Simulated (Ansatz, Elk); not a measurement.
# How far do independent atoms describe CsH2C?

Structure refinements treat a crystal as free atoms side by side. For a made-up structure of CsH2C (cell and positions from a PBE relaxation) the runs below show what the calculated density changes in F(hkl).

Method: DFT, PBE, all-electron APW+lo, Dirac cores, scalar-relativistic bands, static density, no spin, in Elk 11.2.3 (patched build).

This account leaves out most program logs.

The structure was built from a prototype and need not be the compound's stable phase.

### 1. Set-up

The structure is monoclinic, space group P2_1/m (No. 11). The conventional cell has a = 5.002 Å, b = 4.422 Å, c = 7.373 Å, α = 90.00°, β = 90.41°, γ = 90.00°. Cs has 6 H at 3.05 to 3.38 Å and 6 C at 3.36 to 3.99 Å nearest. C has 6 H at 1.12 to 4.01 Å and 6 Cs at 3.36 to 3.99 Å nearest. Nearest to H lie 1 C at 1.12 Å and 4 H at 1.73 to 3.38 Å and 3 Cs at 3.05 to 3.38 Å. Farther neighbours are not listed.

### 2. Ground state and structure factors

An all-electron density is needed, since X-rays see the cores too. Task 0 finds the density and task 195 Fourier-transforms it; tshift is off so that phases refer to the origin typed.

File elk.in:

```
tasks
  0
  195

xctype
  20

spinpol
  .false.

rgkmax
  7.0

gmaxvr
  14.0

lmaxo
  7

lmaxapw
  8

swidth
  0.002

tshift
  .false.

ramdisk
  .false.

hmaxvr
  5.5

maxscl
  120

epspot
  1e-06

sppath
  './'

avec
  9.43942544679 0.00000000000 0.48792272983
  0.00000000000 8.35674018219 0.00000000000
  -0.81911708845 0.00000000000 13.90968794660

atoms
  3
  'Cs.in'
  2
  0.7515515044 0.7500000000 0.7032466325   0.000000 0.000000 0.000000
  0.2484484956 0.2500000000 0.2967533675   0.000000 0.000000 0.000000
  'C.in'
  2
  0.7477246827 0.7500000000 0.2438257297   0.000000 0.000000 0.000000
  0.2522753173 0.2500000000 0.7561742703   0.000000 0.000000 0.000000
  'H.in'
  4
  0.2531977783 0.4454739253 0.8535363281   0.000000 0.000000 0.000000
  0.7468022217 0.9454739253 0.1464636719   0.000000 0.000000 0.000000
  0.7468022217 0.5545260747 0.1464636719   0.000000 0.000000 0.000000
  0.2531977783 0.0545260747 0.8535363281   0.000000 0.000000 0.000000

ngridk
  5 5 3
```

Started as:

```bash
OMP_NUM_THREADS=4 elk
```

The job ended after 3.6 min (4 threads of AMD EPYC 9B45 (Zen 5), shared host; peak memory 0.89 GiB).

SFACRHO.OUT:

```text

h k l indices transformed by vhmat matrix:
   1.000000000       0.000000000       0.000000000    
   0.000000000       1.000000000       0.000000000    
   0.000000000       0.000000000       1.000000000    

      h      k      l  multipl.   |H|            Re(F)            Im(F)           |F|

      0      0      0      1   0.0000000       126.00000      0.60476171E-15   126.00000    
      0      0     -1      2  0.45094330      -28.003776     -0.46834915E-14   28.003776    
     -1      0      0      2  0.66476184      0.76559436      0.13200286E-14  0.76559436    
      0     -1      0      2  0.75187037     -0.39556113E-13  0.93147784E-14  0.40638051E-13
      1      0     -1      2  0.80059707       81.379049     -0.42263290E-13   81.379049    
      1      0      1      2  0.80595326      -81.951463      0.40279518E-13   81.951463    
      0     -1      1      2  0.87673195       82.178290      0.11813138E-13   82.178290    
      0      1      1      2  0.87673195      -82.178290      0.68611659E-15   82.178290    
      0      0      2      2  0.90188660      -90.935759      0.22820834E-14   90.935759    
     -1     -1      0      2   1.0036022      -104.87102     -0.41696498E-13   104.87102    
      1     -1      0      2   1.0036022       104.87102     -0.40540541E-13   104.87102    
     -1     -1      1      2   1.0983008       27.023340      0.10748538E-13   27.023340    
     -1      1      1      2   1.0983008      -27.023340     -0.10179882E-13   27.023340    
      1      1      1      2   1.1022113       24.997250     -0.19390251E-13   24.997250    
      1     -1      1      2   1.1022113      -24.997250      0.11440248E-13   24.997250    
      1      0     -2      2   1.1165584      -54.565541      0.35038557E-13   54.565541    
      1      0      2      2   1.1242387       53.235930     -0.26514304E-13   53.235930    
      0     -1     -2      2   1.1741842       51.608876      0.38631347E-14   51.608876
```

Elk indexes on the primitive cell of elk.in and gives |H| = 4π sin θ/λ in inverse bohr. Below, one row stands for each form hkl of the conventional cell (m members, Friedel mates merged), F is for one primitive cell and the density is static (no thermal factor). Free-atom factors are Waasmaier and Kirfel's, and R is Σm||F|−|F'||/Σm|F|. Elk warned that it couldn't find a linearisation energy, which lowers the accuracy of some states in this run and its variants.

| hkl | m | sin θ/λ (Å⁻¹) | abs F, DFT | neutral atoms | diff. |
| --- | --- | --- | --- | --- | --- |
| 001 | 2 | 0.068 | 28.004 | 27.811 | +0.192 |
| 100 | 2 | 0.100 | 0.766 | 0.775 | -0.010 |
| 010 | 2 | 0.113 | 0.000 | 0.000 | +0.000 |
| 1 0 -1 | 2 | 0.120 | 81.379 | 82.081 | -0.702 |
| 101 | 2 | 0.121 | 81.951 | 82.653 | -0.702 |
| 011 | 4 | 0.132 | 82.178 | 82.935 | -0.757 |
| 002 | 2 | 0.136 | 90.936 | 90.146 | +0.790 |
| 110 | 4 | 0.151 | 104.871 | 103.912 | +0.959 |
| 1 1 -1 | 4 | 0.165 | 27.023 | 26.985 | +0.039 |
| 111 | 4 | 0.166 | 24.997 | 24.980 | +0.017 |
| 1 0 -2 | 2 | 0.168 | 54.566 | 54.558 | +0.008 |
| 102 | 2 | 0.169 | 53.236 | 53.212 | +0.023 |
| 012 | 4 | 0.177 | 51.609 | 51.737 | -0.128 |
| 200 | 2 | 0.200 | 97.614 | 96.809 | +0.806 |
| 1 1 -2 | 4 | 0.202 | 79.890 | 79.531 | +0.359 |
| 112 | 4 | 0.203 | 80.654 | 80.302 | +0.352 |
| 003 | 2 | 0.203 | 64.796 | 64.810 | -0.014 |
| 2 0 -1 | 2 | 0.211 | 25.383 | 25.513 | -0.130 |

### 3. The highest occupied states alone

An energy window below the Fermi level keeps the highest occupied states, to see at which angles they scatter; shallow core shells can lie inside it and anion s states outside. No new self-consistency is needed.

elk.in, as its differences from that of step 2:

```diff
@@ -1,3 +1,2 @@
 tasks
-  0
   195
@@ -40,2 +39,5 @@
 
+wsfac
+  -0.260380 0.407120
+
 sppath
```

Started as:

```bash
OMP_NUM_THREADS=4 elk
```

The job ended after 8.4 s (4 threads; peak memory 0.28 GiB).

States within 10 eV below the Fermi level hold 22.00 electrons; any levels below the window count with the cores. Their amplitudes can exceed the total, where window and core parts have opposite phase:

| hkl | sin θ/λ (Å⁻¹) | abs F, window | abs F, all |
| --- | --- | --- | --- |
| 001 | 0.068 | 1.986 | 28.004 |
| 100 | 0.100 | 0.030 | 0.766 |
| 010 | 0.113 | 0.000 | 0.000 |
| 1 0 -1 | 0.120 | 0.484 | 81.379 |
| 101 | 0.121 | 0.540 | 81.951 |
| 011 | 0.132 | 1.164 | 82.178 |
| 002 | 0.136 | 9.505 | 90.936 |
| 110 | 0.151 | 9.366 | 104.871 |
| 1 1 -1 | 0.165 | 1.302 | 27.023 |
| 111 | 0.166 | 1.109 | 24.997 |

### 4. Another functional

The difference from free atoms is small, so it is set against the change that LDA (Perdew-Wang) makes.

elk.in, as its differences from that of step 3:

```diff
@@ -1,2 +1,3 @@
 tasks
+  0
   195
@@ -4,3 +5,3 @@
 xctype
-  20
+  3
 
@@ -39,5 +40,2 @@
 
-wsfac
-  -0.260380 0.407120
-
 sppath
```

Started as:

```bash
OMP_NUM_THREADS=4 elk
```

It took 2.8 min on 4 threads; peak memory 0.83 GiB; 11 min of CPU time.

Against the first run R = 0.06 %; the largest change is -0.100 at 200.

### 5. Basis size

A smaller basis shows how fast F responds to it; the change is likely larger than the basis error of the first run, but doesn't show convergence.

elk.in, as its differences from that of step 4:

```diff
@@ -5,3 +5,3 @@
 xctype
-  3
+  20
 
@@ -11,3 +11,3 @@
 rgkmax
-  7.0
+  5.5
```

Started as:

```bash
OMP_NUM_THREADS=4 elk
```

Run time: 55 s. Hardware: 4 threads; peak memory 0.41 GiB; 3.1 min of CPU time.

Against the first run R = 0.03 %; the largest change is -0.036 at 134.

### 6. Settings against the effect

| run | R against the first run (%) | R against neutral atoms, low angle (%) | wall time |
| --- | --- | --- | --- |
| PBE, rgkmax 7 | 0.00 | 0.43 | 3.6 min |
| LDA (Perdew-Wang) | 0.06 | 0.40 | 2.8 min |
| rgkmax 5.5 | 0.03 | 0.43 | 55 s |

### 7. Results

```yaml
r_against_neutral_atoms_sin_theta_lambda_0p3_a_minus1: 0.43 %
r_against_neutral_atoms_0p3_to_0p45_a_minus1: 0.44 %
```

In words: Independent neutral atoms miss the calculated amplitudes by R = 0.43 % below 0.3 Å⁻¹ and 0.44 % from there to 0.45 Å⁻¹; by shells, 0.87 % below 0.15 Å⁻¹ (6 forms), 0.37 % 0.15 to 0.3 (39 forms), 0.43 % 0.3 to 0.45 (98 forms), 0.50 % above 0.45 (4 forms). Bonding, aspherical density and the tables' own atoms all enter these figures, and the runs don't part them. The largest change of an amplitude is +0.96 electrons, at 110. Below 0.3 Å⁻¹ the changes that finished (LDA (Perdew-Wang) and rgkmax 5.5) move F by R = 0.05 % at most, against the 0.43 % that separates it from free atoms. The k-mesh has no finished test. Part of the difference isn't bonding: the tables are fits to free atoms and ions calculated by other methods than this functional. Thermal motion, anomalous dispersion and extinction are left out.

[Logs are printed without paths, hosts, clocks, repeated set-up lines and the standing remarks that a program may print on its own settings, such as how far it seeks lower states.]

[Hosts, paths, dates, database ids (printed as entryN), source tags and the programs' standing remarks are cut or masked in the printed files.]
